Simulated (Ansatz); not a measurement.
## Work function of Nb(110): what the settings cost and change: cost of one run

Ansatz 0.2.0; plane-wave DFT, r2SCAN, Ansatz PAW. The cell holds 7 atoms.

Input file input.yaml:

```yaml
crystal:
  lattice:
    - [2.3334523779, -1.65, 0.0]
    - [2.3334523779, 1.65, 0.0]
    - [0.0, 0.0, 32.0007142675]
  atoms:
    - { symbol: Nb, position: [0.0, 0.0, 0.2812437224] }
    - { symbol: Nb, position: [0.5, 0.5, 0.3541624816] }
    - { symbol: Nb, position: [0.0, 0.0, 0.4270812408] }
    - { symbol: Nb, position: [0.5, 0.5, 0.5] }
    - { symbol: Nb, position: [0.0, 0.0, 0.5729187592] }
    - { symbol: Nb, position: [0.5, 0.5, 0.6458375184] }
    - { symbol: Nb, position: [0.0, 0.0, 0.7187562776] }
kpoints:
  mp_grid: { grid: [15, 15, 1] }
hamiltonian:
  xc: r2scan
scf:
  occupations: { method: fermi_dirac, width: 0.1 }
  convergence: { dr2_threshold: 1.0e-09 }
efield:
  axis: 3
  dipole_correction: true
  ramp_position: 0.97
  ramp_width: 0.06
output:
  write_potential: true
  write_density: true
  volumetric_format: npy
```

Run with:

```sh
ansatz run input.yaml --threads 2 --pin off --max-ram 3072MiB --backend cpu --events-out ev --progress --plain --runs-dir out
```

For reference, a run of the same kind (7 atoms, 64 k-points, 110 bands, 4,833 plane waves and two-component spinors; 14 SCF cycles) took 19 min and 2.7 GiB on the same hardware.

What time and memory should one allow on 2 threads of Arm Neoverse N1, shared host?

At two electrons a band, the 91 electrons need 46 bands, and 9 more are carried. The run has 64 k-points, 55 bands and 6,227 plane waves. Taking the work of a cycle as k-points × spins × bands × plane waves, that is 0.32 times the reference, or 6.2 min at the reference's 14 cycles. The run needed 11 SCF cycles, which makes it about 4.9 min. One copy of the wavefunctions takes 0.33 GiB at 16 bytes a coefficient, against 1 GiB in the reference; grids, projectors and work arrays come on top. Measured: about 4.2 min, with a peak of 1.7 GiB. The estimate holds within 25 %.

[Logs are printed without paths, hosts, clocks, repeated set-up lines and the standing remarks that a program may print on its own settings, such as how far it seeks lower states.]

[Hosts, paths, dates, database ids (printed as entryN), source tags and the programs' standing remarks are cut or masked in the printed files.]

[Maps of the electrostatic potential energy from Ansatz leave out the sawtooth potential of an applied field or a dipole correction, so their vacuum need not be flat; planar profiles and work functions include it.]
